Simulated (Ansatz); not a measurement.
# I on Cu(111): change of the work function

How does one ordered layer of I (fcc site) change the work function of Cu(111), and what dipole does each adsorbate carry?

Method: plane-wave DFT, PBE, Ansatz PAW, in Ansatz 0.2.0.

## Step 1: The structure

The cell holds 4 atoms: 4 Cu. Cell: a = 2.553 Å, b = 2.553 Å, c = 24.253 Å, α = 90.0°, β = 90.0°, γ = 60.0°. Vacuum lies along c.

## Step 2: The clean slab

The bare slab comes first, as the zero from which every change is counted. The two lowest layers are held at bulk places and the upper ones relax. The dipole correction removes the false field that a one-sided slab makes across the periodic vacuum, so each face gets a flat vacuum level of its own.

The input, input.yaml:

```yaml
crystal:
  lattice:
    - [2.5526554801, 0.0, 0.0]
    - [1.27632774, 2.2106644929, 0.0]
    - [0.0, 0.0, 24.2527034153]
  atoms:
    - { symbol: Cu, position: [0.0, 0.0, 0.3710926508] }
    - { symbol: Cu, position: [0.3333333333, 0.3333333333, 0.4570308836] }
    - { symbol: Cu, position: [0.6666666667, 0.6666666667, 0.5429691164] }
    - { symbol: Cu, position: [0.0, 0.0, 0.6289073492] }
kpoints:
  mp_grid: { grid: [12, 12, 1] }
hamiltonian:
  xc: pbe
scf:
  occupations: { method: fermi_dirac, width: 0.1 }
  convergence: { dr2_threshold: 1.0e-08 }
efield:
  axis: 3
  dipole_correction: true
  ramp_position: 0.97
  ramp_width: 0.06
relax:
  f_tol: 0.02
  max_steps: 60
  constraints: [{ sites: [0, 1] }]
output:
  write_potential: true
  write_density: true
  volumetric_format: npy
```

Run with:

```console
$ ansatz run input.yaml --threads 4 --pin off --max-ram 6144MiB --backend cpu --events-out ev --progress --plain --runs-dir out
```

Numbers of over 12 decimals in the logs are rounded to 6 here.

The program printed:

```text
Engine: ansatz 0.2.0, x86_64-unknown-linux-gnu
Pseudopotentials: kind: paw
Pseudopotential: Cu, paw, valence charge 19, recommended cutoff 420 eV (normal), Cu.paw.azcp
Functional definition: PBE
  parameter kappa = 0.804
  parameter beta = 0.066725
  exchange = pbe_x(kappa = kappa, mu = beta*pi^2/3)
  correlation = pbe_c(beta = beta)
Crystal: 4 atoms, lattice volume = 136.860 Å³
Basis set: ecut = 420 eV, 2739 PW (Γ), exchange–correlation on 36×36×360 points (8 copies of the dense FFT grid, shifted against one another)
Bands: 46, of which v1, the nominal top of the filled ones, is band 38 counted from 1 (37 counted from 0)
Symmetry: 6 space group operations
k-points: 19 of 144 (time reversal used)
Non-local potential: Cu, projectors of the file, l = 0: 3, l = 1: 2, l = 2: 3, l = 3: 1
PAW form: soft (Blöchl's): semilocal exchange-correlation on the pseudo side does not see the compensation charge
PAW one-centre angular grid: Cu, 590 points (default); XC on 64 Gauss nodes
Initial density: superposition of atomic densities (neutral atoms: chi_scale 0, normalization atom), corrected by the library's trained network
Initial wavefunctions: pseudopotential atomic-orbital guess
Functional: x = pbe(κ = 0.804, μ = 0.219515), c = pbe(β = 0.066725)
SCF iter   1: F=—  HF=-26499.782585 eV  |F-HF|=—  |Δ(HF+E_count)|=         —  Δρ=1.47e-3  dr2=6.66e-3  ethr=1.77e-3  p=0.000 e·Å  D=4.81e-13 V/Å  ΔV_dip=-0.00 eV  dr2_dipole=2.85e-8  V_vac-E_F(+/−)=4.73/4.73 eV  ⟨swp⟩=8.5  Hψ=3842  notcnv=0  defer=14
efield: sawtooth ramp at fractional position 0.9700 (set: `efield.ramp_position`, or a place that a band, a saddle search or an elastic batch's reference lends), width 0.0600; the density the first Hamiltonian is built on has a dipole p = 0.000 e·Å; the dipole correction subtracts the counter field D = 4.81e-13 V/Å, which shifts the + side's vacuum level by -0.00 eV against the − side's; the planar-averaged density in the ramp window peaks in size at 4.1e-5 e/Å³
preconditioner: auto → LDOS  [insulator: Δε(μ)=0.354 eV  Ē_g=8.430 eV  σ=0.100 eV  W_gap=0.62  n_scr=18 (ndim 8)  ℏωp=21.1 eV  f_vac=0.614  D(μ)=1.13/eV (n_scr^D=8)  ε∞_Penn≈7.2  β→1.0]
SCF iter   2: F=—  HF=-26499.789740 eV  |F-HF|=—  |Δ(HF+E_count)|=   7.16e-3  Δρ=2.64e-3  dr2=1.12e-2  ethr=8.77e-6  p=0.000 e·Å  D=7.48e-6 V/Å  ΔV_dip=-0.00 eV  dr2_dipole=6.74e-8  V_vac-E_F(+/−)=4.82/4.82 eV  ⟨swp⟩=2.9  Hψ=2151  notcnv=0  defer=27
SCF iter   3: F=—  HF=-26499.788177 eV  |F-HF|=—  |Δ(HF+E_count)|=   1.56e-3  Δρ=2.15e-3  dr2=3.58e-3  ethr=8.77e-6  p=-0.000 e·Å  D=-6.61e-6 V/Å  ΔV_dip=0.00 eV  dr2_dipole=3.90e-9  V_vac-E_F(+/−)=4.78/4.78 eV  ⟨swp⟩=2.0  Hψ=1532  notcnv=0  defer=27
SCF iter   4: F=—  HF=-26499.787359 eV  |F-HF|=—  |Δ(HF+E_count)|=   8.18e-4  Δρ=2.43e-4  dr2=1.31e-4  ethr=4.72e-6  p=-0.000 e·Å  D=-1.37e-6 V/Å  ΔV_dip=0.00 eV  dr2_dipole=1.43e-9  V_vac-E_F(+/−)=4.77/4.77 eV  ⟨swp⟩=2.0  Hψ=1282  notcnv=0  defer=27
SCF iter   5: F=—  HF=-26499.787342 eV  |F-HF|=—  |Δ(HF+E_count)|=   1.72e-5  Δρ=1.75e-4  dr2=3.18e-5  ethr=1.73e-7  p=-0.000 e·Å  D=-8.26e-8 V/Å  ΔV_dip=0.00 eV  dr2_dipole=1.56e-13  V_vac-E_F(+/−)=4.78/4.78 eV  ⟨swp⟩=2.1  Hψ=1339  notcnv=0  defer=27
SCF iter   6: F=—  HF=-26499.787340 eV  |F-HF|=—  |Δ(HF+E_count)|=   2.27e-6  Δρ=1.60e-4  dr2=2.49e-5  ethr=4.18e-8  p=0.000 e·Å  D=1.11e-7 V/Å  ΔV_dip=-0.00 eV  dr2_dipole=1.48e-12  V_vac-E_F(+/−)=4.78/4.78 eV  ⟨swp⟩=2.3  Hψ=1425  notcnv=0  defer=27
SCF iter   7: F=—  HF=-26499.787337 eV  |F-HF|=—  |Δ(HF+E_count)|=   2.18e-6  Δρ=5.82e-5  dr2=3.29e-6  ethr=3.27e-8  p=0.000 e·Å  D=5.48e-8 V/Å  ΔV_dip=-0.00 eV  dr2_dipole=4.23e-12  V_vac-E_F(+/−)=4.78/4.78 eV  ⟨swp⟩=2.3  Hψ=1116  notcnv=0  defer=27
SCF iter   8: F=—  HF=-26499.787328 eV  |F-HF|=—  |Δ(HF+E_count)|=   9.08e-6  Δρ=1.25e-5  dr2=1.96e-7  ethr=4.33e-9  p=-0.000 e·Å  D=-6.00e-9 V/Å  ΔV_dip=0.00 eV  dr2_dipole=1.63e-13  V_vac-E_F(+/−)=4.78/4.78 eV  ⟨swp⟩=2.1  Hψ=1233  notcnv=0  defer=27
SCF iter   9: F=-26499.787329 eV  HF=-26499.787329 eV  |F-HF|=4.49e-9  |Δ(HF+E_count)|=   1.91e-7  Δρ=2.15e-6  dr2=4.95e-9  ethr=1.32e-11  p=0.000 e·Å  D=1.07e-7 V/Å  ΔV_dip=-0.00 eV  dr2_dipole=1.44e-12  V_vac-E_F(+/−)=4.79/4.79 eV  ⟨swp⟩=8.4  Hψ=6821  notcnv=0
SCF 1 converged in 9 iterations: F = -26499.787329 eV  dr2 = 4.95e-9
  greatest PAW one-centre occupation: 1.000 electrons in one spin orbital (limit 2), on the Cu atom at site 3 (counted from 0), in its partial waves of l = 0
relax step   1: F+E_penalty+E_count = -26499.78732861 eV  Δ(F+E_penalty+E_count) = +0.000e0 eV  max|allowed force component| = 1.263e-2 eV/Å  Δτ_max = 0.0000 Å  (9 SCF iters, accepted)
NSCF: frozen V_eff on 19 k-points
the band table was solved once a step of the walk had ended and its energy, with any forces and stress, was formed, with the checks that follow a solve (4566 applications of the Hamiltonian). They found nothing against the state; the energy, forces and stress were not computed again (output.eigenvalues in the input reference)
WARN: The input density's exchange-correlation potential varies sharply where the density is thin. Do not read a vacuum level from v_tot or v_xc, or from such a field of the output density. On a cell that repeats whose density bears no net charge and no dipole along the vacuum's axis use v_es (v_loc + v_h of the components); under efield.dipole_correction with no amplitude use v_es + v_field, which holds any external [...]
SCF converged after 9 iterations
Free energy (F): -26499.787329 eV
Harris-Foulkes:  -26499.787329 eV  (|F-HF|=4.49e-9)
Internal energy: -26499.748950 eV  (E = F + TS)
E sigma→0 (E₀):  -26499.768139 eV
Entropy (-TS):   -0.038378 eV (-9.595 meV/atom)
Fermi energy:    2.702448 eV
Dipole field:    D = -0.000002 V/Å  (p = -0.000001 e·Å, saw-weighted, corrected)
Work function:   Φ+ = 4.7859 eV   Φ− = 4.7858 eV
Levels:          The Fermi level and band energies are counted from a zero that moves with the ramp; work functions are not
--- Per-component energies (eV) ---
  E_band       = -2495.104464
  E_kinetic    = 1198.592199
  E_local      = -181627.940410  (includes V_loc(G=0)·N_el)
  E_nonlocal   = 1563.718168
  E_hartree    = 89322.477322
  E_xc         = -355.976177
  E_vxc        = -459.154353  (∫ρ·V_xc dr)
  E_paw        = -6655.772122  (= ΣΔE_a)
  E_vpaw       = -1815.295397  (= ΣTr[D̂ρ^β])
  E_aug_tail   = 0.001085  (compensation charges beyond the density's cutoff)
  E_efield     = 0.000000  (sawtooth field / dipole correction)
  E_vefield    = 0.000000  (∫n·V_field dr)
  E_ewald      = 70055.150985
  E_smearing   = -0.038378  (= −TS)
  E_closure    = -0.000000  (closes the sum)
  Σ components = -26499.787329   (vs F -26499.787329, Δ=0.00e0)
--- Forces (eV/Å), atoms counted from 1 ---
  atom   1  Cu     0.00000000     0.00000000     0.01262897
  atom   2  Cu     0.00000000     0.00000000     0.00864294
  atom   3  Cu    -0.00000000     0.00000000    -0.00864301
  atom   4  Cu    -0.00000000    -0.00000000    -0.01263046
  max |Σ_I F_I| component: 1.56e-6 eV/Å
--- Band table (eV; the first three rows and the last of 19) ---
  k-point 0: bands = [... 34 lower, 0.7015, 0.9883, 0.9883, 1.1278, 1.1278, 1.4792, 2.4508, 6.9317, ... 4 higher]
  k-point 1: bands = [... 34 lower, 0.7069, 0.7722, 0.9591, 0.9858, 1.1309, 1.9111, 3.0010, 7.1104, ... 4 higher]
  k-point 2: bands = [... 34 lower, 0.6428, 0.7099, 0.9780, 1.1384, 1.2113, 2.6414, 4.1277, 7.6456, ... 4 higher]
  k-point 18: bands = [... 34 lower, 1.0442, 1.0505, 6.1270, 6.3749, 6.3749, 7.1516, 7.1516, 7.9011, ... 4 higher]
--- Relaxed structure (1 steps of the walk, 1 accepted, 0 SCFs on fresh bases) ---
  F+E_penalty+E_count = -26499.78732861 eV   max|allowed force component| = 1.263e-2 eV/Å
  atoms:
    - { symbol: Cu, position: [0.0, 0.0, 0.3710926508] }
    - { symbol: Cu, position: [0.333333, 0.333333, 0.4570308836] }
    - { symbol: Cu, position: [0.666667, 0.666667, 0.5429691164] }
    - { symbol: Cu, position: [0.0, 0.0, 0.6289073492] }
```

Wall time 3.8 s (4 threads of Intel Xeon Platinum 8488C (Sapphire Rapids), shared host); peak memory 0.54 GiB; 11 s of CPU time.

Hardly anything moved in the relaxation; the energy changed by under 0.2 meV an atom.

This step gave:

```yaml
energy_at_zero_smearing: -26499.7681 eV
work_function_upper_face: 4.786 eV
dipole_along_the_normal: -1.40e-6 e·Å
```

Running mean over 2.084 Å of the planar mean; the ramp of the sawtooth is left out. Electron's electrostatic potential energy less the Fermi level against z:

```
z (Å)  electron's electrostatic potential energy less the Fermi level (eV)
  3.0                                                                 4.79
  3.5                                                                 4.79
  4.0                                                                 4.79
  4.5                                                                 4.78
  5.0                                                                 4.78
  5.5                                                                 4.77
  6.0                                                                 4.73
  6.5                                                                 4.60
  7.0                                                                 4.11
  7.5                                                                 2.00
  8.0                                                                -2.75
  8.5                                                                -7.12
  9.0                                                                -8.54
  9.5                                                                -8.74
 10.0                                                                -8.78
 10.5                                                                -8.81
 11.0                                                                -8.83
 11.5                                                                -8.82
 12.0                                                                -8.81
 12.5                                                                -8.81
 13.0                                                                -8.82
 13.5                                                                -8.82
 14.0                                                                -8.79
 14.5                                                                -8.76
 15.0                                                                -8.69
 15.5                                                                -8.16
 16.0                                                                -5.25
 16.5                                                               -0.203
 17.0                                                                 3.41
 17.5                                                                 4.43
 18.0                                                                 4.68
 18.5                                                                 4.76
 19.0                                                                 4.78
 19.5                                                                 4.78
 20.0                                                                 4.79
 20.5                                                                 4.79
 21.0                                                                 4.79
```

The work function of the upper face is 4.79 eV.

(Part 1 of 2 ends here.)

[Logs are printed without paths, hosts, clocks, repeated set-up lines and the standing remarks that a program may print on its own settings, such as how far it seeks lower states.]

[Hosts, paths, dates, database ids (printed as entryN), source tags and the programs' standing remarks are cut or masked in the printed files.]

[Maps of the electrostatic potential energy from Ansatz leave out the sawtooth potential of an applied field or a dipole correction, so their vacuum need not be flat; planar profiles and work functions include it.]
